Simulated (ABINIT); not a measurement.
# How the form of the self-energy moves the gap of TiO2 (Rutile)

Wanted: the gap of TiO2 (Rutile) under several approximations, with cost.

Method: LDA and many-body steps on it, plane waves, in ABINIT 10.8.3.

**What was measured.**

- Gap 3.28 eV: optical bandgap after anatase to rutile transformation; spectroscopic ellipsometry; film (polycrystalline sol-gel film on Si(100), annealed at high temperature below 800 °C) (“Photocatalytic Performance of Sol-Gel Prepared TiO2 Thin Films Annealed at Various Temperatures”, 2023, pmc:10419699).

- Gap 3.03 eV: experimental band gap, quoted; bulk crystal (quoted in “Polaron-induced phonon localization and stiffening in rutile TiO2”, 2016, arxiv:1612.05679).

- Gap 3.09 ± 0.06 eV: optical gap from Tauc plot assuming indirect allowed transition; UV/vis diffuse reflectance, Kubelka-Munk and Tauc analysis; film (30 nm ALD shell on quartz particles, grown at 200 C, annealed in air at 500 C; rutile-rich with some anatase) on SiO2 (quartz particles) (“Defect-Mediated Crystallization of the Particulate TiO2 Photocatalyst Grown by Atomic Layer Deposition”, 2024, pmc:11726664).

- Gap 3.05 eV: band gap; bulk crystal (literature experimental value) (quoted in “Hydrogen related defects in titanium dioxide at the interface to palladium”, 2021, arxiv:2112.05953).

## 1. The starting structure

It takes space group P4_2/mnm (No. 136, tetragonal). The conventional cell has a = 4.592 Å, b = 4.592 Å, c = 2.957 Å, α = 90.00°, β = 90.00°, γ = 90.00°. Nearest to Ti lie 6 O at 1.95 to 1.98 Å. Nearest to O lie 3 Ti at 1.95 to 1.98 Å. Farther neighbours and most contacts between anions are not listed.

The cell and positions come from the Crystallography Open Database and are kept as given unless a step says otherwise.

## 2. Empty states on the mesh, 4×4×4 mesh, 218 bands

This step: ABINIT 10.8.3; DFT, LDA, plane waves, norm-conserving pseudopotentials.

The sums over transitions need many empty states on a uniform mesh; this step solves for them.

Input file run.abi:

```
acell 3*1.0 Angstrom
rprim 
  4.592200000000 0.000000000000 0.000000000000
  0.000000000000 4.592200000000 0.000000000000
  0.000000000000 0.000000000000 2.957400000000
ntypat 2
znucl 22 8
natom 6
typat 1 1 2 2 2 2
xred 
  0.000000000000 0.000000000000 0.000000000000
  0.500000000000 0.500000000000 0.500000000000
  0.304960000000 0.304960000000 0.000000000000
  0.195040000000 0.804960000000 0.500000000000
  0.695040000000 0.695040000000 0.000000000000
  0.804960000000 0.195040000000 0.500000000000
pp_dirpath "pseudos"
pseudos "Ti.upf, O.upf"
ecut 38
ngkpt 4 4 4
nshiftk 1
shiftk 0 0 0
kptopt 1
chksymbreak 0
irdden 1
istwfk *1
nband 218
prtvol 0
optdriver 6
gwr_task "HDIAGO"
paral_kgb 0
occopt 1
indata_prefix "in"
outdata_prefix "out"
tmpdata_prefix "tmp"
```

Launch:

```bash
$ OMP_NUM_THREADS=1 mpirun -n 16 abinit run.abi > log
```

The program printed:

```text
.Version 10.8.3 of ABINIT. v10.8.2 released Aug 2026.

 Symmetries : space group P4_2/m n m (#136); Bravais tP (primitive tetrag.)
[... echo of the input left out ...]
== DATASET  1 ==================================================================
-   mpi_nproc: 16, omp_nthreads: 1 (-1 if OMP is not activated)

--- !DatasetInfo
iteration_state: {dtset: 1, }
dimensions: {natom: 6, nkpt: 18, mband: 218, nsppol: 1, nspinor: 1, nspden: 1, mpw: 4748, }
cutoff_energies: {ecut:  38.0, pawecutdg:  -1.0, }
[...]
Direct band gap semiconductor
 Fundamental gap:     1.836 (eV)
   VBM:     5.252 (eV) at k: [ 0.0000E+00,  0.0000E+00,  0.0000E+00]
   CBM:     7.087 (eV) at k: [ 0.0000E+00,  0.0000E+00,  0.0000E+00]
 Direct gap:         1.836 (eV) at k: [ 0.0000E+00,  0.0000E+00,  0.0000E+00]

== END DATASET(S) ==============================================================
================================================================================

 -outvars: echo values of variables after computation  --------
           etotal      0.0000000000E+00
            nband         218
             nkpt          18
          spgroup         136
 [... the other variables as echoed above ...]

 Calculation completed.
```

The job ended after 5.7 min (16 MPI ranks of Arm Neoverse N1, shared host; peak memory 20 GiB; 82 min of CPU time).

Numbers from this step:

```
gap                                                           : 1.836 eV
k of the valence top                                          : 0, 0, 0
k of the conduction bottom                                    : 0, 0, 0
least direct gap                                              : 1.836 eV
k points computed                                             : 18
lowest point of the top converged band, above the valence top : 107.4225 eV
```

On this mesh the gap is 1.836 eV.

The density comes from a self-consistent run that is not shown.

## 3. Screening, 4×4×4 mesh, 210 bands, screening to 190.5 eV

The RPA dielectric matrix is built and inverted for each q.

This step: RPA screening on LDA, plane waves, norm-conserving pseudopotentials.

run.abi, as its differences from that of step 2:

```diff
@@ -24,10 +24,11 @@
 chksymbreak 0
-irdden 1
 istwfk *1
-nband 218
-prtvol 0
-optdriver 6
-gwr_task "HDIAGO"
-paral_kgb 0
 occopt 1
+irdwfk 1
+optdriver 3
+nband 210
+ecuteps 7
+inclvkb 2
+awtr 1
+symchi 1
 indata_prefix "in"
```

The program printed:

```text
.Version 10.8.3 of ABINIT. v10.8.2 released Aug 2026.

 Symmetries : space group P4_2/m n m (#136); Bravais tP (primitive tetrag.)
[... echo of the input left out ...]
== DATASET  1 ==================================================================
-   mpi_nproc: 16, omp_nthreads: 1 (-1 if OMP is not activated)

--- !DatasetInfo
iteration_state: {dtset: 1, }
dimensions: {natom: 6, nkpt: 18, mband: 210, nsppol: 1, nspinor: 1, nspden: 1, mpw: 4748, }
cutoff_energies: {ecut:  38.0, pawecutdg:  -1.0, }
electrons: {nelect:   4.80000000E+01, charge:   0.00000000E+00, occopt:   1.00000000E+00, tsmear:   1.00000000E-02, }

 SCREENING: Calculation of the susceptibility and dielectric matrices

 Based on a program developped by R.W. Godby, V. Olevano, G. Onida, and L. Reining.
 Incorporated in ABINIT by V. Olevano, G.-M. Rignanese, and M. Torrent.
.Using double precision arithmetic ; gwpc =  8

[... cell and pseudopotentials left out ...]
--------------------------------------------------------------------------------

 ==== K-mesh for the wavefunctions ====
 Number of points in the irreducible wedge :    18
[... list of points left out ...]
 Together with 16 symmetry operations and time-reversal symmetry
 yields    64 points in the full Brillouin Zone.

 ==== Q-mesh for the screening function ====
 Number of points in the irreducible wedge :    18
[... list of points left out ...]
 Together with 16 symmetry operations and time-reversal symmetry
 yields    64 points in the full Brillouin Zone.

 setmesh: FFT mesh size selected  =    36x   36x   24
          total number of points  =        31104

 vcoul_init : cutoff-mode = AUXILIARY_FUNCTION
 q-points for optical limit:   1
     1)      0.000010    0.000020    0.000030

- screening: taking advantage of time-reversal symmetry
- Maximum band index for partially occupied states nbvw = 24
- Remaining bands to be divided among processors   nbcw = 186
- Number of bands treated by each node ~11

 Number of electrons calculated from density =   48.0000; Expected =   48.0000
 average of density, n =  0.114049
 r_s =    1.2792
 omega_plasma =   32.5763 [eV]

 calculating chi0 at frequencies [eV] :
  1    0.000000E+00    0.000000E+00
  2    0.000000E+00    3.257632E+01

--------------------------------------------------------------------------------
  q-point number  1        q = ( 0.000000, 0.000000, 0.000000) [r.l.u.]
--------------------------------------------------------------------------------
[... chi0 elements left out ...]
 For q-point:  0.000010 0.000020 0.000030
  dielectric constant =   8.8975
  dielectric constant without local fields =   9.3509

  Average fulfillment of the sum rule on Im[epsilon] for q-point    1 :     71.86  [%]
[... wings left out ...]
  q-point number  2        q = ( 0.250000, 0.000000, 0.000000) [r.l.u.]
--------------------------------------------------------------------------------
[... chi0 elements left out ...]
  Average fulfillment of the sum rule on Im[epsilon] for q-point    2 :     80.05  [%]

 [... 16 further q-points ...]
```

The job ended after 9.5 min (16 MPI ranks; peak memory 7.4 GiB).

Numbers from this step:

```
ε∞ with local fields, on this mesh, along the program's q direction : 8.898
the same without local fields                                       : 9.351
plasma frequency                                                    : 32.58 eV
plane waves in the screening matrix                                 : 383
```

Local fields lower ε∞ by 5 %. On a Γ-centred mesh this coarse the value itself is usually too large, while a short band sum pulls it down.

## 4. G0W0, Godby-Needs plasmon pole

The self-energy is evaluated for the states that the input lists, and the levels follow from it, in one-shot runs by the linearised quasiparticle equation.

This step: G0W0 on LDA, plane waves, norm-conserving pseudopotentials.

run.abi, as its differences from that of step 3:

```diff
@@ -27,8 +27,15 @@
 irdwfk 1
-optdriver 3
+optdriver 4
 nband 210
+gwcalctyp 0
+ecutsigx 38
+symsigma 1
+nkptgw 1
+kptgw 
+  0.0000000000 0.0000000000 0.0000000000
+bdgw 
+  22 26
 ecuteps 7
-inclvkb 2
-awtr 1
-symchi 1
+irdscr 1
+ppmodel 1
 indata_prefix "in"
```

The program printed:

```text
.Version 10.8.3 of ABINIT. v10.8.2 released Aug 2026.

 Symmetries : space group P4_2/m n m (#136); Bravais tP (primitive tetrag.)
[... echo of the input left out ...]
== DATASET  1 ==================================================================
-   mpi_nproc: 16, omp_nthreads: 1 (-1 if OMP is not activated)

--- !DatasetInfo
iteration_state: {dtset: 1, }
dimensions: {natom: 6, nkpt: 18, mband: 210, nsppol: 1, nspinor: 1, nspden: 1, mpw: 4748, }
cutoff_energies: {ecut:  38.0, pawecutdg:  -1.0, }
electrons: {nelect:   4.80000000E+01, charge:   0.00000000E+00, occopt:   1.00000000E+00, tsmear:   1.00000000E-02, }

 SIGMA: Calculation of the GW corrections

 Based on a program developped by R.W. Godby, V. Olevano, G. Onida, and L. Reining.
 Incorporated in ABINIT by V. Olevano, G.-M. Rignanese, and M. Torrent.
.Using double precision arithmetic ; gwpc =  8

[... cell and pseudopotentials left out ...]
--------------------------------------------------------------------------------

 ==== K-mesh for the wavefunctions ====
 Number of points in the irreducible wedge :    18
[... list of points left out ...]
 Together with 16 symmetry operations and time-reversal symmetry
 yields    64 points in the full Brillouin Zone.

 ==== Q-mesh for screening function ====
 Number of points in the irreducible wedge :    18
[... list of points left out ...]
 Together with 16 symmetry operations and time-reversal symmetry
 yields    64 points in the full Brillouin Zone.

 vcoul_init : cutoff-mode = AUXILIARY_FUNCTION
 q-points for optical limit:   1
     1)      0.000010    0.000020    0.000030
 setmesh: FFT mesh size selected  =    50x   50x   32
          total number of points  =        80000

 Number of electrons calculated from density =   48.0000; Expected =   48.0000
 average of density, n =  0.114049
 r_s =    1.2792
 omega_plasma =   32.5763 [eV]

 === KS Band Gaps ===
  >>>> For spin  1
   Minimum direct gap =   1.8359 [eV], located at k-point      :   0.0000  0.0000  0.0000
   Fundamental gap    =   1.8359 [eV], Top of valence bands at :   0.0000  0.0000  0.0000
                                       Bottom of conduction at :   0.0000  0.0000  0.0000
 SIGMA fundamental parameters:
 PLASMON POLE MODEL  1
 number of plane-waves for SigmaX                 4679
 number of plane-waves for SigmaC and W            383
 number of plane-waves for wavefunctions          4679
 number of bands                                   210
 number of independent spin polarizations            1
 number of spinorial components                      1
 number of k-points in IBZ                          18
 number of q-points in IBZ                          18
 number of symmetry operations                      16
 number of k-points in BZ                           64
 number of q-points in BZ                           64
 number of frequencies for dSigma/dE                 9
 frequency step for dSigma/dE [eV]                0.25
 number of omega for Sigma on real axis              0
 max omega for Sigma on real axis  [eV]           0.00
 zcut for avoiding poles [eV]                     0.10

 EPSILON^-1 parameters (SCR file):
 dimension of the eps^-1 matrix on file            383
 dimension of the eps^-1 matrix used               383
 number of plane-waves for wavefunctions          4679
 number of bands                                   210
 number of q-points in IBZ                          18
 number of frequencies                               2
 number of real frequencies                          1
 number of imag frequencies                          1

 matrix elements of self-energy operator (all in [eV])

 Perturbative Calculation

--- !SelfEnergy_ee
iteration_state: {dtset: 1, }
kpoint     : [   0.000,    0.000,    0.000, ]
spin       : 1
KS_gap     :    1.836
QP_gap     :    3.407
Delta_QP_KS:    1.571
data: !SigmaeeData |
     Band     E0 <VxcDFT>   SigX SigC(E0)      Z dSigC/dE  Sig(E)    E-E0       E
       22   4.794 -20.412 -25.069   4.499   0.766  -0.306 -20.533  -0.121   4.672
       23   4.794 -20.412 -25.069   4.499   0.766  -0.306 -20.533  -0.121   4.672
       24   5.252 -20.169 -24.942   4.651   0.761  -0.314 -20.262  -0.093   5.159
       25   7.087 -20.077 -12.040  -6.130   0.775  -0.290 -18.598   1.478   8.566
       26   7.371 -19.692 -12.025  -5.857   0.778  -0.285 -18.283   1.409   8.780

== END DATASET(S) ==============================================================
================================================================================

 -outvars: echo values of variables after computation  --------
           etotal      0.0000000000E+00
            nband         210
             nkpt          18
          spgroup         136
 [... the other variables as echoed above ...]

 Calculation completed.
```

Elapsed: 22 s, on 16 MPI ranks; peak memory 5.9 GiB; 5.8 min of CPU time.

Numbers from this step:

| Quantity | Value |
| --- | --- |
| G0W0 gap on the points computed | 3.407 eV |
| starting gap on the mesh | 1.836 eV |
| k of the valence top | 0, 0, 0 |
| k of the conduction bottom | 0, 0, 0 |
| Z at the valence top | 0.761 |
| Z at the conduction bottom | 0.775 |
| least direct G0W0 gap on the computed points | 3.407 eV |

The gap on the mesh goes from 1.84 eV to 3.41 eV, a correction of +1.57 eV.

## 5. G0W0, Hybertsen-Louie plasmon pole

run.abi, as its differences from that of step 4:

```diff
@@ -39,3 +39,3 @@
 irdscr 1
-ppmodel 1
+ppmodel 2
 indata_prefix "in"
```

The program printed:

```text
.Version 10.8.3 of ABINIT. v10.8.2 released Aug 2026.

 Symmetries : space group P4_2/m n m (#136); Bravais tP (primitive tetrag.)
[... echo of the input left out ...]
== DATASET  1 ==================================================================
-   mpi_nproc: 16, omp_nthreads: 1 (-1 if OMP is not activated)

--- !DatasetInfo
iteration_state: {dtset: 1, }
dimensions: {natom: 6, nkpt: 18, mband: 210, nsppol: 1, nspinor: 1, nspden: 1, mpw: 4748, }
cutoff_energies: {ecut:  38.0, pawecutdg:  -1.0, }
electrons: {nelect:   4.80000000E+01, charge:   0.00000000E+00, occopt:   1.00000000E+00, tsmear:   1.00000000E-02, }

 SIGMA: Calculation of the GW corrections

 Based on a program developped by R.W. Godby, V. Olevano, G. Onida, and L. Reining.
 Incorporated in ABINIT by V. Olevano, G.-M. Rignanese, and M. Torrent.
.Using double precision arithmetic ; gwpc =  8

[... cell and pseudopotentials left out ...]
--------------------------------------------------------------------------------

 ==== K-mesh for the wavefunctions ====
 Number of points in the irreducible wedge :    18
[... list of points left out ...]
 Together with 16 symmetry operations and time-reversal symmetry
 yields    64 points in the full Brillouin Zone.

 ==== Q-mesh for screening function ====
 Number of points in the irreducible wedge :    18
[... list of points left out ...]
 Together with 16 symmetry operations and time-reversal symmetry
 yields    64 points in the full Brillouin Zone.

 vcoul_init : cutoff-mode = AUXILIARY_FUNCTION
 q-points for optical limit:   1
     1)      0.000010    0.000020    0.000030
 setmesh: FFT mesh size selected  =    50x   50x   32
          total number of points  =        80000

 Number of electrons calculated from density =   48.0000; Expected =   48.0000
[...]
number of q-points in IBZ                          18
 number of symmetry operations                      16
 number of k-points in BZ                           64
 number of q-points in BZ                           64
 number of frequencies for dSigma/dE                 9
 frequency step for dSigma/dE [eV]                0.25
 number of omega for Sigma on real axis              0
 max omega for Sigma on real axis  [eV]           0.00
 zcut for avoiding poles [eV]                     0.10

 EPSILON^-1 parameters (SCR file):
 dimension of the eps^-1 matrix on file            383
 dimension of the eps^-1 matrix used               383
 number of plane-waves for wavefunctions          4679
 number of bands                                   210
 number of q-points in IBZ                          18
 number of frequencies                               2
 number of real frequencies                          1
 number of imag frequencies                          1

 matrix elements of self-energy operator (all in [eV])

 Perturbative Calculation

--- !SelfEnergy_ee
iteration_state: {dtset: 1, }
kpoint     : [   0.000,    0.000,    0.000, ]
spin       : 1
KS_gap     :    1.836
QP_gap     :    4.193
Delta_QP_KS:    2.357
data: !SigmaeeData |
     Band     E0 <VxcDFT>   SigX SigC(E0)      Z dSigC/dE  Sig(E)    E-E0       E
       22   4.794 -20.412 -25.069   3.872   0.832  -0.201 -21.065  -0.654   4.140
       23   4.794 -20.412 -25.069   3.872   0.832  -0.201 -21.065  -0.654   4.140
       24   5.252 -20.169 -24.942   3.996   0.830  -0.205 -20.813  -0.644   4.607
       25   7.087 -20.077 -12.040  -6.015   0.847  -0.180 -18.364   1.713   8.800
       26   7.371 -19.692 -12.025  -5.818   0.846  -0.182 -18.127   1.565   8.936

== END DATASET(S) ==============================================================
================================================================================

 -outvars: echo values of variables after computation  --------
           etotal      0.0000000000E+00
            nband         210
             nkpt          18
          spgroup         136
 [... the other variables as echoed above ...]

 Calculation completed.
```

It took 21 s on 16 MPI ranks; peak memory 5.2 GiB.

This step gave:

```yaml
g0w0_gap_on_the_points_computed: 4.193 eV
starting_gap_on_the_mesh: 1.836 eV
k_of_the_valence_top: 0, 0, 0
k_of_the_conduction_bottom: 0, 0, 0
z_at_the_valence_top: 0.83
z_at_the_conduction_bottom: 0.847
least_direct_g0w0_gap_on_the_computed_points: 4.193 eV
```

Against G0W0 in ABINIT (4×4×4 mesh, 210 bands, screening to 190.5 eV, Godby-Needs plasmon pole), the gap moves by +0.786 eV.

## 6. G0W0, von der Linden-Horsch plasmon pole

run.abi, as its differences from that of step 5:

```diff
@@ -39,3 +39,3 @@
 irdscr 1
-ppmodel 2
+ppmodel 3
 indata_prefix "in"
```

The program printed:

```text
.Version 10.8.3 of ABINIT. v10.8.2 released Aug 2026.

 Symmetries : space group P4_2/m n m (#136); Bravais tP (primitive tetrag.)
[... echo of the input left out ...]
== DATASET  1 ==================================================================
-   mpi_nproc: 16, omp_nthreads: 1 (-1 if OMP is not activated)

--- !DatasetInfo
iteration_state: {dtset: 1, }
dimensions: {natom: 6, nkpt: 18, mband: 210, nsppol: 1, nspinor: 1, nspden: 1, mpw: 4748, }
cutoff_energies: {ecut:  38.0, pawecutdg:  -1.0, }
[...]
24   5.252 -20.169 -24.942   4.301   0.830  -0.204 -20.561  -0.392   4.860
       25   7.087 -20.077 -12.040  -6.391   0.842  -0.187 -18.691   1.386   8.473
       26   7.371 -19.692 -12.025  -6.122   0.843  -0.186 -18.389   1.303   8.673

== END DATASET(S) ==============================================================
================================================================================

 -outvars: echo values of variables after computation  --------
           etotal      0.0000000000E+00
            nband         210
             nkpt          18
          spgroup         136
 [... the other variables as echoed above ...]

 Calculation completed.
```

Run time: 21 s. Hardware: 16 MPI ranks; peak memory 3.6 GiB.

This step gave:

- G0W0 gap on the points computed: 3.613 eV
- starting gap on the mesh: 1.836 eV
- k of the valence top: 0, 0, 0
- k of the conduction bottom: 0, 0, 0
- least direct G0W0 gap on the computed points: 3.613 eV

Against G0W0 in ABINIT (4×4×4 mesh, 210 bands, screening to 190.5 eV, Godby-Needs plasmon pole), the gap moves by +0.206 eV.

(Part 1 of 2 ends here.)

[Paths, hosts, dates, memory and timing lines, banners, echoed tables and standing remarks are left out of the program output.]

[Logs are printed without paths, hosts, clocks, repeated set-up lines and the standing remarks that a program may print on its own settings, such as how far it seeks lower states.]

[Runs of the session that timed out or met a known fault of the program may be left out.]

[Hosts, paths, dates, database ids (printed as entryN), source tags and the programs' standing remarks are cut or masked in the printed files.]

[G0W0 gaps are taken among the corrected bands and points alone; a level outside them can change the order at an edge.]

[Where Ansatz stands beside ABINIT at settings called matched, ABINIT's density can come from a denser mesh and the files from another edition; pairs whose starting gaps differed by over 0.03 eV were left out, so agreement reads better than it is.]
